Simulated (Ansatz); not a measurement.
**Lattice dynamics of BeHg (built on the sites of a database entry of SrHg)**

How does BeHg (built on the sites of a database entry of SrHg) vibrate, and is this structure a minimum?

Calculated with Ansatz 0.2.0; DFT PBEsol, scalar-relativistic, plane waves, PseudoDojo norm-conserving pseudopotentials.

This is a report of a sequence of runs, with most program output left out.

The structure was built from a prototype and need not be the compound's stable phase.

## Step 1: Set-up

Symmetry: Pm-3m, No. 221, cubic system. Conventional cell: a = 2.938 Å, b = 2.938 Å, c = 2.938 Å, α = 90.00°, β = 90.00°, γ = 90.00°. Nearest to Be lie 8 Hg at 2.54 Å. Nearest to Hg lie 8 Be at 2.54 Å. Farther neighbours are not listed.

## Step 2: Rough relaxation

The start is far from rest, so a relaxation with loose tolerances brings it close first.

Contents of input.yaml:

```yaml
crystal:
  lattice:
    - [2.93753, 0.0, 0.0]
    - [0.0, 2.93753, 0.0]
    - [0.0, 0.0, 2.93753]
  atoms:
    - { symbol: Be, position: [0.5, 0.5, 0.5] }
    - { symbol: Hg, position: [0.0, 0.0, 0.0] }
kpoints:
  mp_grid: { grid: [6, 6, 6] }
hamiltonian:
  xc: pbesol
  pseudopotentials: { kind: nc, accuracy: standard }
scf:
  occupations: { method: gaussian, width: 0.1 }
output:
  forces: true
  stress: true
  eigenvalues: true
relax:
  adjacent_minimum: "off"
  f_tol: 0.05
  max_steps: 80
  cell: { stress_tol: 0.5 }
```

The run is started by

```sh
$ ansatz run input.yaml --threads 4 --pin off --max-ram 7168MiB --backend cpu --events-out ev --progress --plain --runs-dir out
```

Wall time 3.8 s (4 threads of Arm Neoverse V2, shared host); peak memory 0.33 GiB.

Relaxation path:

```csv
step,energy less that of the first step (eV),largest force component (eV/Å),pressure (GPa),volume (Å³)
1,0.0000,0.0000,21.54,25.35
2,-0.2497,0.0000,1.51,29.24
3,-0.2517,0.0000,0.36,29.58
4*,-0.2540,0.0000,0.55,29.58
5,-0.2543,0.0000,0.02,29.75
6*,-0.2543,0.0000,0.02,29.75
```

Relaxation steps marked * repeat the geometry before them on a plane-wave basis chosen anew for their cell, so energy and pressure can jump there.

The run keeps the 48 symmetry operations that it works with, so distortions that break them were not tested.

```csv
"conventional cell, symmetrised",before,after,change
a (Å),2.938,3.099,+5.5 %
b (Å),2.938,3.099,+5.5 %
c (Å),2.938,3.099,+5.5 %
volume (Å³/atom),12.67,14.87,+17.4 %
```

The relaxed structure:

```xyz
2
Lattice="3.0986 0.0000 0.0000 0.0000 3.0986 0.0000 0.0000 0.0000 3.0986" Properties=species:S:1:pos:R:3 pbc="T T T"
Be    1.5493    1.5493    1.5493
Hg    0.0000    0.0000    0.0000
```

Numbers from this step:

```
pressure          : 0.02150 GPa
volume per atom   : 14.87 Å³
gap on the k-mesh : 0 eV
```

In this step the volume went from 12.67 to 14.87 Å³/atom.

## Step 3: Relaxation

The cell and atoms are relaxed, since residual forces and stress would shift the frequencies.

input.yaml, the sections that differ from step 2:

```yaml
crystal:
  lattice:
    - [3.0985618335, 0.0, 0.0]
    - [0.0, 3.0985618335, 0.0]
    - [0.0, 0.0, 3.0985618335]
  atoms:
    - { symbol: Be, position: [0.5, 0.5, 0.5] }
    - { symbol: Hg, position: [0.0, 0.0, 0.0] }
kpoints:
  mp_grid: { grid: [12, 12, 12] }
relax:
  adjacent_minimum: "off"
  f_tol: 0.005
  max_steps: 80
  cell: { stress_tol: 0.05 }
# hamiltonian, scf, output: as in step 2
```

Elapsed: 12 s, on 4 threads; peak memory 0.44 GiB.

Relaxation path:

```csv
step,energy less that of the first step (eV),largest force component (eV/Å),pressure (GPa),volume (Å³)
1,0.0000,0.0000,-1.71,29.75
2,-0.0001,0.0000,1.85,28.73
3,-0.0029,0.0000,-0.08,29.25
4,-0.0029,0.0000,0.00,29.23
5*,-0.0028,0.0000,-0.01,29.23
```

Relaxation steps marked * repeat the geometry before them on a plane-wave basis chosen anew for their cell, so energy and pressure can jump there.

The run keeps the 48 symmetry operations that it works with, so distortions that break them were not tested.

```csv
"conventional cell, symmetrised",before,after,change
a (Å),3.099,3.080,-0.6 %
b (Å),3.099,3.080,-0.6 %
c (Å),3.099,3.080,-0.6 %
volume (Å³/atom),14.87,14.61,-1.7 %
```

Final coordinates:

```xyz
2
Lattice="3.0804 0.0000 0.0000 0.0000 3.0804 0.0000 0.0000 0.0000 3.0804" Properties=species:S:1:pos:R:3 pbc="T T T"
Be    1.5402    1.5402    1.5402
Hg    0.0000    0.0000    0.0000
```

Numbers from this step:

| Quantity | Value |
| --- | --- |
| pressure | -0.005996 GPa |
| volume per atom | 14.61 Å³ |

In this step the volume went from 14.87 to 14.61 Å³/atom.

## Step 4: Tight relaxation

Phonons need a cell at rest on their own settings, so the relaxation is repeated with tight tolerances on forces and stress, using the mesh and the filling of the phonon run that follows.

input.yaml, the sections that differ from step 3:

```yaml
crystal:
  lattice:
    - [3.0803952707, 0.0, 0.0]
    - [0.0, 3.0803952707, 0.0]
    - [0.0, 0.0, 3.0803952707]
  atoms:
    - { symbol: Be, position: [0.5, 0.5, 0.5] }
    - { symbol: Hg, position: [0.0, 0.0, 0.0] }
scf:
  occupations: { method: methfessel_paxton, width: 0.15 }
relax:
  adjacent_minimum: "off"
  f_tol: 0.001
  max_steps: 60
  cell: { stress_tol: 0.01 }
# kpoints, hamiltonian, output: as in step 3
```

Elapsed: 8.9 s, on 4 threads; peak memory 0.44 GiB; 34 s of CPU time.

Little changed from the start: no atom moved by 0.005 Å and no cell edge by 0.1 %.

This step gave:

```
pressure : -1.51e-4 GPa
```

The forces vanish by symmetry and the pressure is 0.000 GPa, within the tolerances set. The cell now holds 14.61 Å³/atom.

## Step 5: Zone-centre response

The zone centre comes first: it holds the modes that light can see, as far as symmetry allows. No field response is asked, since the mesh shows no gap.

input.yaml, the sections that differ from step 4:

```yaml
crystal:
  lattice:
    - [3.0800949983, 0.0, 0.0]
    - [0.0, 3.0800949983, 0.0]
    - [0.0, 0.0, 3.0800949983]
  atoms:
    - { symbol: Be, position: [0.5, 0.5, 0.5] }
    - { symbol: Hg, position: [0.0, 0.0, 0.0] }
output:
  eigenvalues: true
phonons:
  method: dfpt
# kpoints, hamiltonian, scf: as in step 4
# relax: removed
```

The job ended after 23 s (4 threads; peak memory 1.1 GiB).

Numbers from this step:

```yaml
sum_rule_residual_before_enforcement: 3.34e-4 eV/Å²
point_group: m-3m
highest_optical_mode_at_the_zone_centre_no_lo_to_term: 216.2 cm⁻¹
lowest_optical_zone_centre_mode: 216.2 cm⁻¹
```

Patterns of degenerate modes are one choice out of their space. Modes at Γ, with each element's share of the kinetic energy:

```csv
mode,frequency (cm⁻¹),symmetry,Be %,Hg %
1,0.0,acoustic,4,96
2,0.0,acoustic,4,96
3,0.0,acoustic,4,96
4,216.2,T1u,96,4
5,216.2,T1u,96,4
6,216.2,T1u,96,4
```

Displacements in mode 5 (216.2 cm⁻¹), the largest set to 1:
```
Be1  0.00  0.00  1.00
Hg2  0.00  0.00 -0.04
```

Before it was imposed, the acoustic sum rule was missed by 3.3e-4 eV/Å². Small misses are needed for a sound result but don't prove that mesh and cutoff are converged. The lowest optical mode is real, 216 cm⁻¹.

## Step 6: Phonons on a q mesh

Stability and thermal properties need the whole zone. Linear response on a 4×4×4 q mesh gives force constants as far as a supercell of that size would.

input.yaml: that of step 5 with these lines changed.

```diff
@@ -19 +19,8 @@
   method: dfpt
+  qmesh: [4, 4, 4]
+  temperatures: { t_max: 1000, t_step: 50 }
+  qpath:
+    path:
+      - [[0.0, 0.0, 0.0], [0.0, 0.5, 0.0], [0.5, 0.5, 0.0], [0.0, 0.0, 0.0], [0.5, 0.5, 0.5], [0.0, 0.5, 0.0]]
+      - [[0.5, 0.5, 0.5], [0.5, 0.5, 0.0]]
+    npoints: 10
```

Run time: 8.3 min. Hardware: 4 threads; peak memory 3.8 GiB.

Numbers from this step:

| Item | Value |
| --- | --- |
| sum-rule residual before enforcement | 2.38e-4 eV/Å² |
| lowest frequency on the path | -77.46 cm⁻¹ |
| highest frequency on the path or at a solved wavevector | 279.6 cm⁻¹ |
| lowest mode on the q mesh (acoustic modes at Γ apart) | -76.63 cm⁻¹ |

Frequencies (cm⁻¹) solved at each irreducible wavevector; negative means imaginary. Frequencies by wavevector, by row:

```csv
q in reciprocal lattice units,star,mode 1,mode 2,mode 3,mode 4,mode 5,mode 6
0 0 0,1,0,0,0,216.2,216.2,216.2
0 0 0.25,6,20.9,20.9,79.8,204.3,204.3,231.9
0 0 -0.5,3,28.4,28.4,108.1,200,200,250.6
0 0.25 0.25,12,-14.9,26.4,82,229.7,234.2,237.8
0 0.25 -0.5,12,24.2,48.6,75.5,244.4,245.2,253.8
0 -0.5 -0.5,3,-76.6,-76.6,-24.2,233.3,233.3,269.6
0.25 0.25 0.25,8,24,24,69.1,196.2,196.2,279.6
0.25 0.25 -0.5,12,-21.2,70.6,72.6,129.6,221.4,266.3
0.25 -0.5 -0.5,6,-73,-73,72.5,186.2,186.2,215.3
-0.5 -0.5 -0.5,1,77.2,77.2,77.2,90.4,90.4,90.4
```

Interpolated from a 4×4×4 q mesh. The phonon branches at the labelled points (cm⁻¹):

```csv
point,branch 1,branch 2,branch 3,branch 4,branch 5,branch 6
Γ,0,0,0,216,216,216
halfway,21,21,80,204,204,232
X,28,28,108,200,200,251
halfway,24,49,76,244,245,254
M,-77,-77,-24,233,233,270
halfway,-15,26,82,230,234,238
Γ,0,0,0,216,216,216
halfway,24,24,69,196,196,280
R,77,77,77,90,90,90
halfway,-21,71,73,130,221,266
X,28,28,108,200,200,251
jump to R,77,77,77,90,90,90
halfway,-73,-73,72,186,186,215
M,-77,-77,-24,233,233,270
```

Tetrahedra on a 20×20×20 mesh, mean over bins of 5 cm-1. Interpolated from a 4×4×4 q mesh. Phonon density of states against wavenumber; read off at these points:

```csv
wavenumber (cm⁻¹),phonon density of states (1/cm⁻¹/cell)
-78,5.0e-4
-68,0.00634
-58,0.0086
-48,0.0108
-38,0.00901
-28,0.00826
-18,0.00738
-8,0.00825
2,0.0100
12,0.0204
18,0.0236
28,0.0579
38,0.0288
48,0.0206
58,0.0126
68,0.0207
72,0.0360
78,0.0331
88,0.0152
98,0.00766
108,0.00243
118,0.00226
128,0.00311
138,0.00378
148,0.00458
158,0.0056
168,0.00676
178,0.00846
188,0.0108
192,0.0126
202,0.0302
212,0.0393
222,0.0329
232,0.0357
242,0.0356
252,0.0280
262,0.0232
268,0.0328
272,0.0227
282,3.0e-5
```

The partial phonon density of states has structure finer than the step of the table below, so its rows give means over 10 cm⁻¹, whole bins alone (the curve runs from -85.9 to 299 cm⁻¹). Peaks (cm⁻¹: height): Be 211.7: 0.0348, 267.3: 0.0281; Hg -13.3: 0.0102, 27.8: 0.0508, 73.8: 0.0324.

Phonopy on the run's constants, 19x19x19 mesh, Gaussian sigma 2.7 cm-1. Interpolated from a 4×4×4 q mesh. Table of partial phonon density of states by wavenumber; means over each step; values in 1/cm⁻¹/cell:

```csv
wavenumber (cm⁻¹),Be,Hg
-80,3.7e-4,9.7e-4
-70,0.00169,0.00437
-60,0.00238,0.00609
-50,0.00274,0.00808
-40,0.00236,0.00711
-30,0.00206,0.00861
-20,0.00125,0.00678
-10,0.00103,0.00716
0,3.0e-4,0.00366
10,0.00111,0.0138
20,0.00195,0.0299
30,0.00199,0.0451
40,0.00202,0.0260
50,0.00132,0.0176
60,7.9e-4,0.0131
70,0.00149,0.0261
80,0.00120,0.0287
90,6.6e-4,0.0135
100,0.00103,0.00625
110,0.00113,0.00125
120,0.00195,8.1e-4
130,0.00228,7.5e-4
140,0.00299,9.8e-4
150,0.00403,0.00102
160,0.00468,0.00123
170,0.00537,0.00118
180,0.00838,0.00149
190,0.0100,0.00151
200,0.0222,0.00186
210,0.0336,0.00246
220,0.0308,0.00284
230,0.0310,0.00321
240,0.0319,0.00299
250,0.0293,0.00148
260,0.0219,7.7e-4
270,0.0245,0.00102
280,0.00604,2.5e-4
290,4.8e-5,1.7e-6
```

Second derivatives of the energy by pair, one row for each kind of neighbour of each atom listed. Each entry sums the pair over the periodic images of the supercell that the q mesh stands for, and in a polar crystal it holds the long-range dipole part too. Force constants by pair, by row:

```csv
atom,neighbour,distance (Å),third of the trace (eV/Å²),along the pair's line (eV/Å²)
Be1,itself,0,1.554,–
Be1,Hg,2.667,-0.2024,-1.134
Be1,Be,3.08,0.0726,0.0874
Be1,Be,4.356,-0.0686,-0.2233
Be1,Hg,5.108,0.0152,0.0491
Be1,Be,5.335,0.0243,0.1109
Be1,Be,6.16,-0.0168,-0.0488
Be1,Hg,6.713,-0.0047,-0.0269
Be1,Be,6.887,-0.0028,0.0072
Hg2,itself,0,4.24,–
Hg2,Be,2.667,-0.2024,-1.134
Hg2,Hg,3.08,-0.3859,-1.648
Hg2,Hg,4.356,-0.0292,-0.1323
Hg2,Be,5.108,0.0152,0.0491
Hg2,Hg,5.335,-0.0133,-0.0131
Hg2,Hg,6.16,-0.0894,-0.2628
Hg2,Be,6.713,-0.0047,-0.0269
Hg2,Hg,6.887,0.0072,0.0291
```

Symmetry leaves 10 wavevectors to solve. The lowest mode among them, the acoustic zeros apart, lies at q = (0, -0.5, -0.5) and is imaginary, 76.6i cm⁻¹, so the energy falls along it.

## Step 7: What came out

```
space group after relaxation (within 0.01 Å)            : Pm-3m
volume per atom                                         : 14.6 Å³
electronic character                                    : no gap on this mesh
highest optical mode at the zone centre (no LO-TO term) : 216 cm⁻¹
lowest optical zone-centre mode                         : 216 cm⁻¹
lowest mode on the q mesh (acoustic modes at Γ apart)   : -76.6 cm⁻¹
highest frequency on the path or at a solved wavevector : 280 cm⁻¹
imaginary modes on the 4×4×4 q mesh                     : yes
```

**Reading.** Modes are clearly imaginary (beyond 10i cm⁻¹) at 4 of the 10 irreducible wavevectors, most at q = (0, -0.5, -0.5) (76.6i cm⁻¹), so this structure is not a minimum of the energy. The optical modes at Γ form one degenerate level at 216 cm⁻¹. The highest mode in this list at Γ, 216.2 cm⁻¹, is mostly motion of Be (96 % of the kinetic energy). With no gap, or one that is small against the smearing, the frequencies hang on the k mesh and the smearing, most of all near Kohn anomalies. Spin-orbit coupling is left out, which can matter for the heavy elements here. The starting cell was built on a prototype and not taken from a measurement, so the phase need not exist. These are harmonic frequencies at zero temperature: anharmonic shifts, linewidths and thermal expansion are left out.

[Logs are printed without paths, hosts, clocks, repeated set-up lines and the standing remarks that a program may print on its own settings, such as how far it seeks lower states.]

[Hosts, paths, dates, database ids (printed as entryN), source tags and the programs' standing remarks are cut or masked in the printed files.]
